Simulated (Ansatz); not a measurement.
# Reading EPR parameters

A crystal has the composition HfMF6, where M is a 3d element. A calculation (PBE+U, spin-orbit coupling in second variation, Ansatz) gives:

```
S                    : 3/2
g                    : 1.9682 (isotropic)
moment in its sphere : 2.23 μB
```

Q: Name the magnetic ion and its oxidation state.

The crystal is HfVF6, space group Fm-3m. The spin sits on V, with 6 F at 2.05 Å round it. With the usual charges of the other elements M must be +2. High-spin ions of that charge with S = 3/2 are d3 and d7, V and Co; the sign of the g shift picks V²⁺ d³. Low-spin ions are left aside. The shift is negative: in a shell less than half full the orbital moment opposes the spin.

[Logs are printed without paths, hosts, clocks, repeated set-up lines and the standing remarks that a program may print on its own settings, such as how far it seeks lower states.]

[Hosts, paths, dates, database ids (printed as entryN), source tags and the programs' standing remarks are cut or masked in the printed files.]
